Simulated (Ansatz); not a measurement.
# The perfect GaP wire along [100], 14 atoms a period, H-terminated, part 3 of 3

Wanted: the relaxed geometry and the bands of the GaP wire along [100], 14 atoms a period, H-terminated.

Ansatz 0.2.0; DFT PBE, plane waves, PAW; relaxation of a wire's period (the session's first sound run).

So far, band gap (eV): step 3 (the wire at its relaxed period) 3.21; step 4 (relaxing the atoms, period over the relaxed period 0.96, k-mesh …) 3.19; step 5 (relaxing the atoms, period over the relaxed period 0.98, k-mesh …) 3.20.

## 6. Strain along the wire, period over the relaxed period 1.02, k-mesh 1×1×11

Level of this step: DFT PBE, plane waves, PAW; relaxation at a fixed period (Ansatz).

The period is set to 1.02 times the relaxed one and the atoms relax within it: strain changes bond lengths and angles, which shifts the bands against each other. Against the first PBE run of this kind, the mesh along the wire has 11 points against 15.

The cell differs from the one that the last finished run ended in (c 5.526 → 5.752 Å).

input.yaml reads:

```yaml
crystal:
  lattice:
    - [15.425, 0.0, 0.0]
    - [0.0, 15.425, 0.0]
    - [0.0, 0.0, 5.7519005723]
  atoms:
    - { symbol: Ga, position: [0.270770998, 0.652807579, 0.937394733] }
    - { symbol: Ga, position: [0.452591787, 0.459648069, 0.002814541] }
    - { symbol: Ga, position: [0.636736145, 0.640682536, 0.033897086] }
    - { symbol: H, position: [0.32262192, 0.323217982, 0.118423396] }
    - { symbol: H, position: [0.417248748, 0.7821258, 0.16905815] }
    - { symbol: H, position: [0.194650673, 0.610955095, 0.076800801] }
    - { symbol: H, position: [0.695660616, 0.705788249, 0.172975195] }
    - { symbol: P, position: [0.374619915, 0.373511534, 0.275471885] }
    - { symbol: P, position: [0.362622699, 0.714672366, 0.254103572] }
    - { symbol: P, position: [0.546550883, 0.546614022, 0.252062909] }
    - { symbol: H, position: [0.206199638, 0.500988226, 0.386131801] }
    - { symbol: H, position: [0.537609046, 0.234242779, 0.311675737] }
    - { symbol: H, position: [0.702798179, 0.401516177, 0.345727874] }
    - { symbol: H, position: [0.312399407, 0.765027983, 0.414318437] }
    - { symbol: Ga, position: [0.271579339, 0.445563356, 0.533389632] }
    - { symbol: Ga, position: [0.464468485, 0.270000074, 0.478512607] }
    - { symbol: Ga, position: [0.451039452, 0.625172435, 0.500684807] }
    - { symbol: Ga, position: [0.633800571, 0.453265777, 0.491972819] }
    - { symbol: H, position: [0.606960594, 0.760225698, 0.589063118] }
    - { symbol: H, position: [0.778915891, 0.595750726, 0.651144328] }
    - { symbol: H, position: [0.242995105, 0.375650647, 0.719479528] }
    - { symbol: H, position: [0.406165428, 0.210541269, 0.636702832] }
    - { symbol: P, position: [0.36299229, 0.546346601, 0.756702858] }
    - { symbol: P, position: [0.538083251, 0.374093989, 0.736239232] }
    - { symbol: P, position: [0.549137534, 0.713396958, 0.737886087] }
    - { symbol: P, position: [0.712857875, 0.54697109, 0.765905808] }
    - { symbol: H, position: [0.259444267, 0.731987905, 0.765331577] }
    - { symbol: H, position: [0.506298574, 0.785397045, 0.842433439] }
    - { symbol: H, position: [0.595606753, 0.326597291, 0.885186369] }
    - { symbol: H, position: [0.766846073, 0.493574467, 0.90850884] }
kpoints:
  mp_grid: { grid: [1, 1, 11] }
  band_path: { path: ["Γ", Z], npoints: 90 }
scf:
  occupations: { method: fermi_dirac, width: 0.05 }
hamiltonian:
  xc: pbe
relax:
  max_steps: 40
  f_tol: 0.02
output:
  stress: true
```

Command:

```
$ ansatz run input.yaml --threads 4 --pin off --max-ram 16384MiB --backend cpu --events-out ev --progress --plain --runs-dir out
```

Numbers of over 12 decimals in the logs are rounded to 6 here.

The log of the run:

```text
[...]
Crystal: 30 atoms, lattice volume = 1368.553 Å³
Basis set: ecut = 420 eV, 26823 PW (Γ), exchange–correlation on 216×216×80 points (8 copies of the dense FFT grid, shifted against one another)
Bands: 101, of which v1, the nominal top of the filled ones, is band 71 counted from 1 (70 counted from 0)
Symmetry: 1 space group operations
[...]
- { symbol: P, position: [0.364367, 0.545919, 0.756966] }
    - { symbol: P, position: [0.537324, 0.375054, 0.735772] }
    - { symbol: P, position: [0.548150, 0.712011, 0.738624] }
    - { symbol: P, position: [0.710648, 0.547109, 0.766259] }
    - { symbol: H, position: [0.262772, 0.732730, 0.771550] }
    - { symbol: H, position: [0.503889, 0.783662, 0.838506] }
    - { symbol: H, position: [0.595951, 0.326501, 0.876052] }
    - { symbol: H, position: [0.764462, 0.492516, 0.903026] }
[key lines of the parts left out:]
SCF converged after 6 iterations
Free energy (F): -32026.753208 eV
Fermi energy:    -1.477566 eV
P = ⅓ Tr σ = -0.0573 GPa (-0.573 kbar)
```

Run time: 6.8 min. Hardware: 4 threads of Arm Neoverse V1, shared host; peak memory 7.1 GiB; 27 min of CPU time.

Relaxation path:

| step | energy less that of the first step (eV) | largest force component (eV/Å) |
| --- | --- | --- |
| 1 | 0.0000 | 0.1844 |
| 2 | -0.0321 | 0.1024 |
| 3 | -0.0374 | 0.0287 |
| 4 | -0.0381 | 0.0093 |

The atoms that moved most (Å):

| atom | dx | dy | dz | length |
| --- | --- | --- | --- | --- |
| H27 | 0.051 | 0.011 | 0.036 | 0.064 |
| H11 | 0.029 | 0.042 | 0.033 | 0.061 |
| H12 | 0.024 | 0.037 | 0.037 | 0.058 |
| H21 | 0.017 | -0.007 | -0.052 | 0.056 |
| H22 | -0.015 | 0.025 | -0.047 | 0.055 |
| H5 | 0.020 | -0.031 | 0.038 | 0.053 |
| H29 | 0.005 | -0.001 | -0.053 | 0.053 |
| H13 | -0.004 | 0.000 | 0.052 | 0.052 |

Final coordinates:

```xyz
30
Lattice="15.4250 0.0000 0.0000 0.0000 15.4250 0.0000 0.0000 0.0000 5.7519" Properties=species:S:1:pos:R:3
Ga    4.2098   10.0623    5.3869
Ga    6.9863    7.0900    0.0178
Ga    9.7962    9.8730    0.1903
H     4.9676    4.9945    0.7280
H     6.4556   12.0334    1.0106
H     3.0263    9.4086    0.4028
H    10.7109   10.8917    0.9481
P     5.7871    5.7856    1.5829
P     5.6015   10.9916    1.4662
P     8.4240    8.4253    1.4496
H     3.2091    7.7702    2.2537
H     8.3163    3.6506    1.8300
H    10.8364    6.1936    2.0408
H     4.8062   11.7694    2.3498
Ga    4.2113    6.8898    3.0652
Ga    7.1661    4.1940    2.7475
Ga    6.9609    9.6259    2.8793
Ga    9.7586    7.0018    2.8371
H     9.3639   11.7147    3.4357
H    11.9846    9.2031    3.7811
H     3.7656    5.7876    4.0860
H     6.2505    3.2724    3.6153
P     5.6204    8.4208    4.3540
P     8.2882    5.7852    4.2321
P     8.4552   10.9828    4.2485
P    10.9618    8.4392    4.4074
H     4.0533   11.3024    4.4379
H     7.7725   12.0880    4.8230
H     9.1925    5.0363    5.0390
H    11.7918    7.5971    5.1941
```

The gap is 3.22 eV, against 3.21 eV under PBE at the relaxed period.

## 7. At a strained period, period over the relaxed period 1.04, k-mesh 1×1×11

The period is set to 1.04 times the relaxed one and the atoms relax within it: strain changes bond lengths and angles, which shifts the bands against each other. Against the first PBE run of this kind, the mesh along the wire has 11 points against 15.

The cell differs from the one that the last finished run ended in (c 5.752 → 5.865 Å).

Edit input.yaml of step 6 so:

```diff
@@ -4,3 +4,3 @@
     - [0.0, 15.425, 0.0]
-    - [0.0, 0.0, 5.7519005723]
+    - [0.0, 0.0, 5.8646829365]
   atoms:
```

The log of the run:

```text
[...]
Crystal: 30 atoms, lattice volume = 1395.388 Å³
Basis set: ecut = 420 eV, 27343 PW (Γ), exchange–correlation on 216×216×80 points (8 copies of the dense FFT grid, shifted against one another)
Bands: 101, of which v1, the nominal top of the filled ones, is band 71 counted from 1 (70 counted from 0)
Symmetry: 1 space group operations
[...]
- { symbol: P, position: [0.366831, 0.544425, 0.758128] }
    - { symbol: P, position: [0.537288, 0.375074, 0.734634] }
    - { symbol: P, position: [0.545782, 0.710240, 0.742170] }
    - { symbol: P, position: [0.709127, 0.547581, 0.768271] }
    - { symbol: H, position: [0.273258, 0.735450, 0.774858] }
    - { symbol: H, position: [0.496183, 0.777988, 0.841922] }
    - { symbol: H, position: [0.596335, 0.324698, 0.866401] }
    - { symbol: H, position: [0.762269, 0.492036, 0.901658] }
[key lines of the parts left out:]
SCF converged after 6 iterations
Free energy (F): -32026.715908 eV
Fermi energy:    -1.536458 eV
P = ⅓ Tr σ = -0.1156 GPa (-1.156 kbar)
```

Wall time 8.5 min (4 threads); peak memory 7.2 GiB; 34 min of CPU time.

The steps of the relaxation:

```csv
step,energy less that of the first step (eV),largest force component (eV/Å)
1,0.0000,0.3587
2,-0.1231,0.2149
3,-0.1441,0.0713
4,-0.1466,0.0180
5,-0.1466,0.0180
6,-0.1477,0.0224
7,-0.1448,0.0870
8,-0.1491,0.0158
9,-0.1500,0.0180
10,-0.1503,0.0200
```

Relaxation step 7 was tried and not accepted.

The atoms that moved most (Å):

```
atom      dx      dy      dz  length
 H27   0.213   0.053   0.056   0.227
 H11   0.108   0.163   0.027   0.197
 H28  -0.156  -0.114  -0.003   0.193
  H6   0.014   0.023  -0.173   0.175
 H21  -0.035   0.023  -0.154   0.160
 H19  -0.049   0.041   0.145   0.158
 H14  -0.062  -0.142  -0.029   0.157
  H5  -0.008  -0.060   0.119   0.133
```

Final coordinates:

```xyz
30
Lattice="15.4250 0.0000 0.0000 0.0000 15.4250 0.0000 0.0000 0.0000 5.8647" Properties=species:S:1:pos:R:3
Ga    4.2719   10.0712    5.4655
Ga    7.0084    7.0700    0.0217
Ga    9.7714    9.8670    0.1942
H     4.9601    5.0023    0.7831
H     6.4282   12.0041    1.1102
H     3.0169    9.4468    0.2771
H    10.6803   10.9053    0.9326
P     5.7935    5.8080    1.6109
P     5.5958   10.9256    1.5189
P     8.4378    8.3993    1.4802
H     3.2889    7.8904    2.2918
H     8.3376    3.6957    1.8802
H    10.8611    6.1850    2.1471
H     4.7568   11.6590    2.4013
Ga    4.2314    6.9386    3.0998
Ga    7.1685    4.2208    2.7873
Ga    6.9807    9.5829    2.9337
Ga    9.7664    7.0027    2.9101
H     9.3138   11.7670    3.6000
H    11.9721    9.2122    3.8991
H     3.7132    5.8178    4.0651
H     6.2477    3.2809    3.6303
P     5.6584    8.3978    4.4462
P     8.2877    5.7855    4.3084
P     8.4187   10.9554    4.3526
P    10.9383    8.4464    4.5057
H     4.2150   11.3443    4.5443
H     7.6536   12.0005    4.9376
H     9.1985    5.0085    5.0812
H    11.7580    7.5897    5.2879
```

The gap is 3.23 eV, against 3.21 eV under PBE at the relaxed period.

## 8. At a strained period, period over the relaxed period 1.06, k-mesh 1×1×11

The period is set to 1.06 times the relaxed one and the atoms relax within it: strain changes bond lengths and angles, which shifts the bands against each other. Against the first PBE run of this kind, the mesh along the wire has 11 points against 15.

The cell differs from the one that the last finished run ended in (c 5.865 → 5.977 Å).

Edit input.yaml of step 7 so:

```diff
@@ -4,3 +4,3 @@
     - [0.0, 15.425, 0.0]
-    - [0.0, 0.0, 5.8646829365]
+    - [0.0, 0.0, 5.9774653006]
   atoms:
```

The log of the run:

```text
[...]
Crystal: 30 atoms, lattice volume = 1422.222 Å³
Basis set: ecut = 420 eV, 27751 PW (Γ), exchange–correlation on 216×216×80 points (8 copies of the dense FFT grid, shifted against one another)
Bands: 101, of which v1, the nominal top of the filled ones, is band 71 counted from 1 (70 counted from 0)
Symmetry: 1 space group operations
[...]
- { symbol: P, position: [0.368826, 0.543037, 0.758533] }
    - { symbol: P, position: [0.537581, 0.375455, 0.734512] }
    - { symbol: P, position: [0.543710, 0.708544, 0.745371] }
    - { symbol: P, position: [0.707615, 0.547801, 0.768023] }
    - { symbol: H, position: [0.281407, 0.737139, 0.781092] }
    - { symbol: H, position: [0.490208, 0.772897, 0.844473] }
    - { symbol: H, position: [0.597818, 0.324132, 0.857595] }
    - { symbol: H, position: [0.761254, 0.491533, 0.895470] }
[key lines of the parts left out:]
SCF converged after 5 iterations
Free energy (F): -32026.652413 eV
Fermi energy:    -1.592844 eV
P = ⅓ Tr σ = -0.1603 GPa (-1.603 kbar)
```

The job ended after 9.3 min (4 threads; peak memory 7.4 GiB).

The electronic bands at the labelled points (eV, zero at the Fermi level; v1 is the highest filled band, c1 the lowest empty one):

| point | v4 | v3 | v2 | v1 | c1 | c2 | c3 | c4 |
| --- | --- | --- | --- | --- | --- | --- | --- | --- |
| Γ | -2.11 | -1.90 | -1.73 | -1.60 | 1.64 | 1.86 | 1.89 | 2.11 |
| halfway | -2.12 | -1.96 | -1.82 | -1.70 | 1.69 | 1.82 | 1.95 | 2.16 |
| Z | -2.17 | -2.05 | -2.01 | -1.87 | 1.65 | 1.76 | 1.82 | 2.12 |

The gap is 3.24 eV, against 3.21 eV under PBE at the relaxed period.

## 9. Side by side

Times are for 4 threads of Arm Neoverse V1, shared host. The runs compared:

```
no.  period over the relaxed period  k-mesh  pressure (GPa)  band gap (eV)     time  memory (GiB)
  1                            0.96  1×1×12          0.1014          3.195  7.2 min           6.7
  2                            0.98  1×1×11         0.02830          3.204  6.4 min           6.9
  3                            1.02  1×1×11        -0.05726          3.221  6.8 min           7.1
  4                            1.04  1×1×11         -0.1156          3.227  8.5 min           7.2
  5                            1.06  1×1×11         -0.1603          3.238  9.3 min           7.4
```

## 10. Summary of results

```
cell length, PBE           : 5.639 Å
gap, PBE                   : 3.21 eV
gap, period scaled by 0.96 : 3.19 eV
gap, period scaled by 0.98 : 3.20 eV
gap, period scaled by 1.02 : 3.22 eV
gap, period scaled by 1.04 : 3.23 eV
gap, period scaled by 1.06 : 3.24 eV
```

**Reading.** Under PBE the cell's length is 5.64 Å, and a gap of 3.21 eV makes it a semiconductor. Plain hydrogen on a compound's surface is a simple closure: it may leave surface states, and facets that end in unlike atoms put a field across the wire, both of which shrink the gap.

[Logs are printed without paths, hosts, clocks, repeated set-up lines and the standing remarks that a program may print on its own settings, such as how far it seeks lower states.]

[Hosts, paths, dates, database ids (printed as entryN), source tags and the programs' standing remarks are cut or masked in the printed files.]
